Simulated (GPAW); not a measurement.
# Ballistic transport through a W chain with two N atoms in line, from relaxation to T(E), part 2 of 2

How well does a W chain with two N atoms in line conduct once its atoms have relaxed, and how much do cheaper levels lose?

GPAW 26.7.0; GPAW LCAO, PAW setups; relaxation of the junction within the symmetry of its start, lead ends held (the session's first sound run).

So far, transmission at the Fermi level (one spin): 2.06 in steps 3, 4 and 5.

### Step 7. The structure as built: geometry = "as built"

Level of this step: GPAW LCAO, PAW setups; Landauer transmission from Green's functions with principal layers (ASE), zero bias (GPAW).

The dzp basis with PBE on the structure as first built shows what the relaxation was worth.

Contents of run.py:

```python
import json
import numpy as np
from ase import Atoms
from ase.transport.calculators import TransportCalculator
from gpaw import GPAW, FermiDirac
from gpaw.lcao.tools import get_lcao_hamiltonian
from scipy.linalg import eigh

# The junction with lead layers at both ends, along the third cell vector
device = Atoms(
    ['W', 'W', 'W', 'W', 'W', 'W', 'W', 'W', 'N', 'N', 'W', 'W', 'W', 'W', 'W', 'W', 'W', 'W'],
    positions=[
        [4.50000, 4.50000, 1.12500],
        [4.50000, 4.50000, 3.37500],
        [4.50000, 4.50000, 5.62500],
        [4.50000, 4.50000, 7.87500],
        [4.50000, 4.50000, 10.12500],
        [4.50000, 4.50000, 12.37500],
        [4.50000, 4.50000, 14.62500],
        [4.50000, 4.50000, 16.87500],
        [4.50000, 4.50000, 18.59880],
        [4.50000, 4.50000, 19.91880],
        [4.50000, 4.50000, 21.64260],
        [4.50000, 4.50000, 23.89260],
        [4.50000, 4.50000, 26.14260],
        [4.50000, 4.50000, 28.39260],
        [4.50000, 4.50000, 30.64260],
        [4.50000, 4.50000, 32.89260],
        [4.50000, 4.50000, 35.14260],
        [4.50000, 4.50000, 37.39260]],
    cell=[[9.0, 0.0, 0.0], [0.0, 9.0, 0.0], [0.0, 0.0, 38.5176]],
    pbc=True)

# One principal layer of the lead: the first 5 atoms of the device
lead = Atoms(
    ['W', 'W', 'W', 'W', 'W'],
    positions=[
        [4.50000, 4.50000, 1.12500],
        [4.50000, 4.50000, 3.37500],
        [4.50000, 4.50000, 5.62500],
        [4.50000, 4.50000, 7.87500],
        [4.50000, 4.50000, 10.12500]],
    cell=[[9.0, 0.0, 0.0], [0.0, 9.0, 0.0], [0.0, 0.0, 11.25]],
    pbc=True)

settings = dict(mode='lcao', basis='dzp', xc='PBE', h=0.18,
                occupations=FermiDirac(0.1), maxiter=250,
                mixer=dict(beta=0.1, nmaxold=8, weight=100.0),
                convergence=dict(density=0.0001))
energies = np.arange(-2, 2 + 1e-9, 0.025)
eta = 0.0001
n1, n2 = 1, 1
# k and -k transmit alike, so half of the mesh across the current serves
mesh = [(i, j) for i in range(n1) for j in range(n2) if (i, j) <= (-i % n1, -j % n2)]
weights = np.array([1 if (i, j) == (-i % n1, -j % n2) else 2 for i, j in mesh]) / (n1 * n2)

# [... helper functions left out ...]
fermi_lead = ground_state(lead, (1, 1, 10), 'lead.txt')
fermi_device = ground_state(device, (1, 1, 2), 'device.txt')
# [... loop over the mesh left out, but for ...]
        # Shift the lead onto the potential of the device's first layer
        shift = ((H[:, 0, 0] - H0[:, 0, 0]) / S0[0, 0]).real.mean()
# [...]
kT = 8.617333e-5 * 300
bias = [0.1, 0.2, 0.5, 1.0, 1.5, 2.0]
# [... integrals and printing left out ...]
```

Command:

```
$ OMP_NUM_THREADS=1 OPENBLAS_NUM_THREADS=1 python run.py
```

The program printed:

```text
basis functions: device 490, principal layer 145
Fermi level: lead -2.6611 eV, device -2.7474 eV; lead shifted by -0.0064 eV
largest coupling past the next layer 7.88e-06 eV, largest misfit of the first layer 0.055 eV
  E-E_F (eV)   T (one spin)  [channel counts left out]
    -2.000    1.8963e+00
    -1.975    1.8994e+00
    -1.950    1.9029e+00
[...]
1.975    1.4295e-01
     2.000    1.4232e-01
conductance at 300 K: 1.8814 G0 a cell; thermopower 0.4807 uV/K
current from the zero-bias T(E) at 0.1 V: 14.576 uA
current from the zero-bias T(E) at 0.2 V: 29.147 uA
current from the zero-bias T(E) at 0.5 V: 72.786 uA
current from the zero-bias T(E) at 1.0 V: 145.07 uA
current from the zero-bias T(E) at 1.5 V: 216.68 uA
current from the zero-bias T(E) at 2.0 V: 287.67 uA
```

The job ended after 5.8 min (1 thread of Arm Neoverse V1, shared host; peak memory 2.2 GiB).

This step gave:

```
conductance                                    : 1.881 G₀
largest coupling past the next principal layer : 7.88e-6 eV
largest misfit of the first principal layer    : 0.05493 eV
shift that aligns the lead                     : -0.006415 eV
transmission at the Fermi level (one spin)     : 1.882
```

One spin. Table of transmission, zone mean by energy, zero at the Fermi level:

```tsv
energy (eV)	transmission, zone mean
-2.000	1.90
-1.900	1.91
-1.800	1.93
-1.700	1.95
-1.600	1.97
-1.500	1.98
-1.400	2.00
-1.300	2.00
-1.250	2.00
-1.200	2.00
-1.100	2.00
-1.000	1.99
-0.900	1.98
-0.800	1.96
-0.700	1.95
-0.600	1.94
-0.500	1.93
-0.400	1.92
-0.300	1.91
-0.200	1.90
-0.100	1.89
0.000	1.88
0.100	1.87
0.200	1.85
0.300	1.83
0.400	1.81
0.500	1.79
0.600	1.76
0.700	1.74
0.800	1.71
0.900	1.69
1.000	1.66
1.100	1.63
1.200	1.59
1.300	1.56
1.400	1.52
1.500	1.49
1.600	1.44
1.700	1.48
1.800	0.147
1.900	0.145
2.000	0.142
```

The conductance, 1.88 G₀, lies 8.6 % below that of the dzp run.

### Step 8. All levels side by side

Times are for 1 thread of Arm Neoverse V1, shared host. The series side by side:

```tsv
no.	run	conductance (G₀)	time	memory (GiB)
1	dzp	2.058	5.9 min	2.2
2	szp	2.058	3.3 min	2.1
3	sz	2.059	2.4 min	2.0
4	dzp revPBE	2.059	6 min	2.2
5	asbuilt	1.881	5.8 min	2.2
```

### Step 9. The levels side by side

The curves are compared point by point over the common energies.

This step: comparison of transmission and cost over codes, levels and geometry (GPAW 26.7.0).

Ladder, by row:

```tsv
step	code	T at the Fermi level (sum over the listed spins)	conductance (G0)	r.m.s. T(E) from the first	wall time (s)	peak memory (GiB)	threads
dzp	GPAW	2.059	2.058	0	355.4	2.19	1
szp	GPAW	2.059	2.058	0.1684	199.8	2.1	1
sz	GPAW	2.059	2.059	0.2054	146	2.02	1
dzp-revPBE	GPAW	2.059	2.059	0.02619	357.3	2.19	1
asbuilt	GPAW	1.882	1.881	0.2793	348.7	2.19	1
```

Table of transmission, zone mean, sum over the listed spins by energy, zero at the Fermi level:

```tsv
energy (eV)	dzp	szp	sz	dzp-revPBE	asbuilt
-2.000	1.44	1.45	1.46	1.44	1.90
-1.800	1.47	1.49	1.50	1.46	1.93
-1.600	1.48	1.51	1.52	1.47	1.97
-1.400	1.49	1.53	1.55	1.49	2.00
-1.200	1.54	1.58	1.60	1.54	2.00
-1.000	1.63	1.67	1.69	1.63	1.99
-0.800	1.75	1.78	1.80	1.74	1.96
-0.600	1.87	1.90	1.92	1.87	1.94
-0.400	1.97	1.99	2.00	1.97	1.92
-0.200	2.03	2.04	2.05	2.03	1.90
-0.050	2.06	2.06	2.06	2.06	1.89
0.000	2.06	2.06	2.06	2.06	1.88
0.025	2.06	2.06	2.06	2.06	1.88
0.075	2.06	2.06	2.06	2.06	1.87
0.200	2.06	2.05	2.04	2.06	1.85
0.400	2.03	2.02	2.00	2.03	1.81
0.600	1.97	1.97	1.94	1.98	1.76
0.800	1.88	1.88	1.84	1.89	1.71
1.000	1.77	1.77	1.72	1.77	1.66
1.200	1.64	1.66	1.59	1.64	1.59
1.400	1.47	1.55	1.47	1.48	1.52
1.600	1.23	1.41	1.33	1.23	1.44
1.800	0.0662	0.0570	1.12	0.0673	0.147
2.000	0.0652	0.0564	0.0590	0.0666	0.142
```

### Step 10. Broadening 0.01

The broadening keeps the Green's functions finite; too large a value absorbs electrons where channels are open and leaks them where none are.

This step: GPAW LCAO, PAW setups; Landauer transmission from Green's functions with principal layers (ASE), zero bias (GPAW 26.7.0).

run.py: that of step 7 with these lines changed.

```diff
@@ -19,6 +19,6 @@
         [4.50000, 4.50000, 14.62500],
-        [4.50000, 4.50000, 16.87500],
-        [4.50000, 4.50000, 18.59880],
-        [4.50000, 4.50000, 19.91880],
-        [4.50000, 4.50000, 21.64260],
+        [4.50000, 4.50000, 16.80111],
+        [4.50000, 4.50000, 18.65625],
+        [4.50000, 4.50000, 19.86135],
+        [4.50000, 4.50000, 21.71649],
         [4.50000, 4.50000, 23.89260],
@@ -50,3 +50,3 @@
 energies = np.arange(-2, 2 + 1e-9, 0.025)
-eta = 0.0001
+eta = 0.01
 n1, n2 = 1, 1
```

The program printed:

```text
basis functions: device 490, principal layer 145
Fermi level: lead -2.6611 eV, device -2.7111 eV; lead shifted by 0.0077 eV
largest coupling past the next layer 7.88e-06 eV, largest misfit of the first layer 0.067 eV
  E-E_F (eV)   T (one spin)  [channel counts left out]
    -2.000    1.2677e+00
    -1.975    1.2733e+00
    -1.950    1.2784e+00
    -1.925    1.2830e+00
    -1.900    1.2872e+00
    -1.875    1.2910e+00
    -1.850    1.2944e+00
    -1.825    1.2974e+00
    -1.800    1.3002e+00
    -1.775    1.3027e+00
    -1.750    1.3050e+00
    -1.725    1.3071e+00
    -1.700    1.3091e+00
    -1.675    1.3108e+00
    -1.650    1.3127e+00
    -1.625    1.3146e+00
[...]
1.825    6.2634e-02
     1.850    6.2573e-02
     1.875    6.2496e-02
     1.900    6.2395e-02
     1.925    6.2261e-02
     1.950    6.2091e-02
     1.975    6.1885e-02
     2.000    6.1640e-02
conductance at 300 K: 1.8427 G0 a cell; thermopower -0.1095 uV/K
current from the zero-bias T(E) at 0.1 V: 14.275 uA
current from the zero-bias T(E) at 0.2 V: 28.536 uA
current from the zero-bias T(E) at 0.5 V: 71.104 uA
current from the zero-bias T(E) at 1.0 V: 140.46 uA
current from the zero-bias T(E) at 1.5 V: 206.22 uA
current from the zero-bias T(E) at 2.0 V: 266.93 uA
```

Run time: 5.8 min. Hardware: 1 thread; peak memory 2.2 GiB.

The run finished with changed settings (eta = 0.01); it serves as a test.

Side by side:

```tsv
quantity	this run	sound run	difference
conductance (G₀)	1.8427	2.0577	-0.215
transmission at the Fermi level (one spin)	1.8434	2.0585	-0.215
```

One result that differs is the conductance, 1.84 G₀ against 2.06 G₀.

### Step 11. Results

| Item | Value |
| --- | --- |
| conductance | 2.06 G₀ |
| transmission at the Fermi level, mean of the spins | 2.06 |

What this shows: In the dzp basis the junction conducts 2.06 G₀ at 300 K, with T = 2.06 a spin at the Fermi level; the sz basis reaches that conductance within 10 %. Relaxation moved atoms by up to 0.074 Å and took the conductance from 1.88 to 2.06 G₀, as a ratio a larger change than the step from dzp to the minimal basis. At the Fermi level the three most open eigenchannels pass 1.00, 1.00 and 0.059. Measured against the first run (dzp), the nearest curve is that of dzp-revPBE (r.m.s. 0.026) and the farthest that of asbuilt (0.28). Over the compared runs wall time goes from 146 s (sz) to 357 s (dzp-revPBE), on a shared host. The leads kept an estimated spacing and the cell its length, so the junction may be under some tension or compression. The geometry comes from the orbital basis, which tends to overbind, and kept the symmetry of the start, so a structure of lower symmetry may lie lower. The run had no spin polarisation, so a magnetic state, which chains and small molecules with open shells often have, wasn't tested. Spin-orbit coupling is left out, which matters for the heavy atoms here. An evenly spaced straight chain is an idealisation: free chains tend to dimerise, zigzag or, where a band edge lies near the Fermi level, turn magnetic. The currents use the zero-bias T(E) throughout, which holds only while the bias is small against the distance to the nearest feature. The thermopower isn't quoted: it samples T(E) farther from the Fermi level than the conductance does, and the energy grid wasn't tested for it.

[Logs are printed without paths, hosts, clocks, repeated set-up lines and the standing remarks that a program may print on its own settings, such as how far it seeks lower states.]

[Hosts, paths, dates, database ids (printed as entryN), source tags and the programs' standing remarks are cut or masked in the printed files.]
